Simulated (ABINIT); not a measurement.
# A GW chain in ABINIT: SnO2 (Imma), part 3 of 3

Aim: the G0W0 gap of SnO2 (Imma) on LDA, step by step.

ABINIT 10.8.3; LDA and many-body steps on it, plane waves. Known limits of the many-body steps: not at the basis limit; no spin-orbit coupling; coarse k mesh.

So far. Step 4 (Empty states on the mesh, 2×2×2 mesh, 462 bands): On this mesh the gap is 0.476 eV. Step 5 (Screening, 2×2×2 mesh, 420 bands, screening to 149.7 eV): Local fields lower ε∞ by 5 %. On a Γ-centred mesh this coarse the value itself is usually too large, while a short band sum pulls it down.

### 6. Self-energy, 2×2×2 mesh, 420 bands, screening to 149.7 eV

The self-energy is evaluated for the states that the input lists, and the levels follow from it, in one-shot runs by the linearised quasiparticle equation.

This step: G0W0 on LDA, plane waves, norm-conserving pseudopotentials.

Contents of run.abi:

```
acell 3*1.0 Angstrom
rprim 
  -3.248897000000 3.414470000000 3.414021000000
  3.248897000000 -3.414470000000 3.414021000000
  3.248897000000 3.414470000000 -3.414021000000
ntypat 2
znucl 50 8
natom 12
typat 1 1 1 1 2 2 2 2 2 2 2 2
xred 
  0.996401000000 0.246401000000 0.750000000000
  0.003599000000 0.753599000000 0.250000000000
  0.500000000000 0.500000000000 0.500000000000
  0.500000000000 0.000000000000 0.000000000000
  0.193504000000 0.196226000000 0.502722000000
  0.697565000000 0.754060000000 0.943505000000
  0.193504000000 0.690782000000 0.997278000000
  0.310555000000 0.754060000000 0.556495000000
  0.689445000000 0.245940000000 0.443505000000
  0.302435000000 0.245940000000 0.056495000000
  0.806496000000 0.309218000000 0.002722000000
  0.806496000000 0.803774000000 0.497278000000
pp_dirpath "pseudos"
pseudos "Sn.upf, O.upf"
ecut 42
ngkpt 2 2 2
nshiftk 1
shiftk 0 0 0
kptopt 1
chksymbreak 0
istwfk *1
occopt 1
irdwfk 1
optdriver 4
nband 420
gwcalctyp 0
ecutsigx 42
symsigma 1
nkptgw 5
kptgw 
  0.0000000000 0.0000000000 0.0000000000
  0.5000000000 0.0000000000 0.0000000000
  0.0000000000 0.5000000000 0.0000000000
  0.5000000000 0.5000000000 0.0000000000
  0.5000000000 0.5000000000 0.5000000000
bdgw 
  67 70
  67 70
  67 70
  67 70
  67 70
ecuteps 5.5
irdscr 1
ppmodel 1
indata_prefix "in"
outdata_prefix "out"
tmpdata_prefix "tmp"
fftgw 31
```

Launch:

```console
> OMP_NUM_THREADS=1 mpirun -n 8 abinit run.abi > log
```

Numbers of over 12 decimals in the logs are rounded to 6 here.

Output:

```text
.Version 10.8.3 of ABINIT. v10.8.2 released Aug 2026.

 Symmetries : space group Im m a (# 74); Bravais oI (body-center ortho.)
[... echo of the input left out ...]
== DATASET  1 ==================================================================
-   mpi_nproc: 8, omp_nthreads: 1 (-1 if OMP is not activated)

--- !DatasetInfo
iteration_state: {dtset: 1, }
dimensions: {natom: 12, nkpt: 5, mband: 420, nsppol: 1, nspinor: 1, nspden: 1, mpw: 13326, }
cutoff_energies: {ecut:  42.0, pawecutdg:  -1.0, }
electrons: {nelect:   1.36000000E+02, charge:   0.00000000E+00, occopt:   1.00000000E+00, tsmear:   1.00000000E-02, }

 SIGMA: Calculation of the GW corrections

 Based on a program developped by R.W. Godby, V. Olevano, G. Onida, and L. Reining.
 Incorporated in ABINIT by V. Olevano, G.-M. Rignanese, and M. Torrent.
.Using double precision arithmetic ; gwpc =  8

[... cell and pseudopotentials left out ...]
--------------------------------------------------------------------------------

 ==== K-mesh for the wavefunctions ====
 Number of points in the irreducible wedge :     5
[... list of points left out ...]
 Together with  8 symmetry operations and time-reversal symmetry
 yields     8 points in the full Brillouin Zone.

 ==== Q-mesh for screening function ====
 Number of points in the irreducible wedge :     5
[... list of points left out ...]
 Together with  8 symmetry operations and time-reversal symmetry
 yields     8 points in the full Brillouin Zone.

 vcoul_init : cutoff-mode = AUXILIARY_FUNCTION
 q-points for optical limit:   1
     1)      0.000010    0.000020    0.000030
 setmesh: FFT mesh size selected  =    54x   54x   54
          total number of points  =       157464

 Number of electrons calculated from density =  136.0000; Expected =  136.0000
 average of density, n =  0.133032
 r_s =    1.2152
 omega_plasma =   35.1831 [eV]

 === KS Band Gaps ===
  >>>> For spin  1
   Minimum direct gap =   0.4766 [eV], located at k-point      :   0.0000  0.0000  0.0000
   Fundamental gap    =   0.4766 [eV], Top of valence bands at :   0.0000  0.0000  0.0000
                                       Bottom of conduction at :   0.0000  0.0000  0.0000
 SIGMA fundamental parameters:
 PLASMON POLE MODEL  1
 number of plane-waves for SigmaX                13177
 number of plane-waves for SigmaC and W            635
 number of plane-waves for wavefunctions         13177
 number of bands                                   420
 number of independent spin polarizations            1
 number of spinorial components                      1
 number of k-points in IBZ                           5
 number of q-points in IBZ                           5
 number of symmetry operations                       8
 number of k-points in BZ                            8
 number of q-points in BZ                            8
 number of frequencies for dSigma/dE                 9
 frequency step for dSigma/dE [eV]                0.25
 number of omega for Sigma on real axis              0
 max omega for Sigma on real axis  [eV]           0.00
 zcut for avoiding poles [eV]                     0.10

 EPSILON^-1 parameters (SCR file):
 dimension of the eps^-1 matrix on file            635
 dimension of the eps^-1 matrix used               635
 number of plane-waves for wavefunctions         13177
 number of bands                                   420
 number of q-points in IBZ                           5
 number of frequencies                               2
 number of real frequencies                          1
 number of imag frequencies                          1

 matrix elements of self-energy operator (all in [eV])

 Perturbative Calculation

--- !SelfEnergy_ee
iteration_state: {dtset: 1, }
kpoint     : [   0.000,    0.000,    0.000, ]
spin       : 1
KS_gap     :    0.477
QP_gap     :    1.944
Delta_QP_KS:    1.467
data: !SigmaeeData |
     Band     E0 <VxcDFT>   SigX SigC(E0)      Z dSigC/dE  Sig(E)    E-E0       E
       67   4.962 -19.559 -24.966   5.001   0.779  -0.283 -19.875  -0.316   4.646
       68   5.693 -19.967 -25.601   5.216   0.780  -0.283 -20.293  -0.326   5.367
       69   6.170 -16.901 -12.551  -2.979   0.832  -0.201 -15.760   1.141   7.311
       70   9.784 -17.383 -11.966  -3.591   0.827  -0.209 -15.873   1.510  11.293

--- !SelfEnergy_ee
iteration_state: {dtset: 1, }
kpoint     : [   0.500,    0.000,    0.000, ]
spin       : 1
KS_gap     :    4.278
QP_gap     :    5.980
Delta_QP_KS:    1.702
data: !SigmaeeData |
     Band     E0 <VxcDFT>   SigX SigC(E0)      Z dSigC/dE  Sig(E)    E-E0       E
       67   5.081 -19.517 -24.905   4.972   0.781  -0.280 -19.842  -0.325   4.756
       68   5.086 -19.541 -24.922   4.968   0.781  -0.280 -19.863  -0.322   4.764
       69   9.364 -18.299 -13.511  -3.104   0.819  -0.221 -16.920   1.379  10.744
       70   9.364 -18.300 -13.511  -3.104   0.819  -0.221 -16.920   1.380  10.744

--- !SelfEnergy_ee
iteration_state: {dtset: 1, }
kpoint     : [   0.000,    0.500,    0.000, ]
spin       : 1
KS_gap     :    4.257
QP_gap     :    6.048
Delta_QP_KS:    1.791
data: !SigmaeeData |
     Band     E0 <VxcDFT>   SigX SigC(E0)      Z dSigC/dE  Sig(E)    E-E0       E
       67   5.187 -19.547 -25.100   5.102   0.780  -0.282 -19.899  -0.352   4.835
       68   5.219 -19.587 -25.147   5.112   0.780  -0.282 -19.936  -0.349   4.871
[...]
--- !SelfEnergy_ee
iteration_state: {dtset: 1, }
kpoint     : [   0.500,    0.500,    0.000, ]
spin       : 1
KS_gap     :    4.275
QP_gap     :    6.078
Delta_QP_KS:    1.803
data: !SigmaeeData |
     Band     E0 <VxcDFT>   SigX SigC(E0)      Z dSigC/dE  Sig(E)    E-E0       E
[...]
70   9.477 -18.578 -13.577  -3.225   0.818  -0.222 -17.125   1.453  10.930

--- !SelfEnergy_ee
iteration_state: {dtset: 1, }
kpoint     : [   0.500,    0.500,    0.500, ]
spin       : 1
KS_gap     :    4.877
QP_gap     :    6.796
Delta_QP_KS:    1.919
data: !SigmaeeData |
     Band     E0 <VxcDFT>   SigX SigC(E0)      Z dSigC/dE  Sig(E)    E-E0       E
       67   4.840 -19.160 -24.956   5.248   0.778  -0.285 -19.587  -0.427   4.413
       68   4.841 -19.161 -24.956   5.248   0.778  -0.285 -19.587  -0.426   4.415
       69   9.719 -18.452 -13.250  -3.379   0.819  -0.221 -16.959   1.493  11.212
       70   9.720 -18.454 -13.250  -3.379   0.819  -0.221 -16.960   1.495  11.214

 New Fermi energy :        2.329454E-01 Ha ,    6.338767E+00 eV

 === QP Band Gaps ===
  >>>> For spin  1
   Minimum direct gap =   1.9436 [eV], located at k-point      :   0.0000  0.0000  0.0000
   Fundamental gap    =   1.9436 [eV], Top of valence bands at :   0.0000  0.0000  0.0000
                                       Bottom of conduction at :   0.0000  0.0000  0.0000

== END DATASET(S) ==============================================================
================================================================================

 -outvars: echo values of variables after computation  --------
           etotal      0.0000000000E+00
            nband         420
             nkpt           5
          spgroup          74
 [... the other variables as echoed above ...]

 Calculation completed.
```

It took 79 s on 8 MPI ranks of AMD EPYC 9B45 (Zen 5), shared host; peak memory 7.9 GiB.

This step gave:

| Item | Value |
| --- | --- |
| G0W0 gap on the mesh | 1.944 eV |
| starting gap on the mesh | 0.4765 eV |
| k of the valence top | 0, 0, 0 |
| k of the conduction bottom | 0, 0, 0 |
| Z at the valence top | 0.78 |
| Z at the conduction bottom | 0.832 |
| least direct G0W0 gap on the computed points | 1.944 eV |

The gap on the mesh goes from 0.48 eV to 1.94 eV, a correction of +1.47 eV.

Limits: finite bands, cutoff and mesh; no spin-orbit coupling; coarse k mesh. v1 is the top filled band, c1 the lowest empty one. Levels before and after the correction, in eV, zero at the valence-band top of each column:

```tsv
	conduction bottom	valence top
Kohn-Sham	0.48	0.00
G0W0	1.94	0.00
```

```tsv
	level	energy (eV)
Kohn-Sham	Γ v2	-0.732
Kohn-Sham	Γ v1	0.000
Kohn-Sham	Γ c1	0.476
Kohn-Sham	Γ c2	4.090
G0W0	Γ v2	-0.721
G0W0	Γ v1	0.000
G0W0	Γ c1	1.944
G0W0	Γ c2	5.926
```

### 7. Where the time went

Times are wall times on the hardware named with each run, good to a factor of about two.

```tsv
step	time	share	memory (GiB)
ground state	2.4 min	15 %	1.5
bands along the symmetry lines	94 s	10 %	1.5
empty states on the mesh	5.9 min	36 %	1.1
screening	5.1 min	31 %	14
self-energy	79 s	8 %	7.9
```

### 8. Summary of results

```json
{
 "LDA gap": "0.48 eV, direct",
 "G0W0 gap on the mesh": "1.94 eV",
 "GW settings": "2×2×2 mesh, 420 bands, screening to 149.7 eV, Godby-Needs plasmon pole",
 "known limits": "not at the basis limit; no spin-orbit coupling; coarse k mesh"
}
```

In words: G0W0 moves the gap on the mesh from 0.48 eV to 1.94 eV (+1.47 eV), with Z of 0.78 and 0.83 at the edges. Local fields lower the RPA ε∞ on this mesh from 9.14 to 8.72; a Γ-centred mesh this coarse tends to raise both, most where the direct gap is narrow, while a short band sum lowers them. Bands and cutoff are finite, so the gap is not at the basis limit. The miss can reach some tenths of an eV and take either sign; the mesh is an error of its own. The 2×2×2 mesh is coarse for this cell, which bears on the long-range parts of exchange and screening. The many-body steps are scalar-relativistic: spin-orbit coupling is not in them.

[Paths, hosts, dates, memory and timing lines, banners, echoed tables and standing remarks are left out of the program output.]

[Logs are printed without paths, hosts, clocks, repeated set-up lines and the standing remarks that a program may print on its own settings, such as how far it seeks lower states.]

[Runs of the session that timed out or met a known fault of the program may be left out.]

[Hosts, paths, dates, database ids (printed as entryN), source tags and the programs' standing remarks are cut or masked in the printed files.]

[G0W0 gaps are taken among the corrected bands and points alone; a level outside them can change the order at an edge.]

[Where Ansatz stands beside ABINIT at settings called matched, ABINIT's density can come from a denser mesh and the files from another edition; pairs whose starting gaps differed by over 0.03 eV were left out, so agreement reads better than it is.]
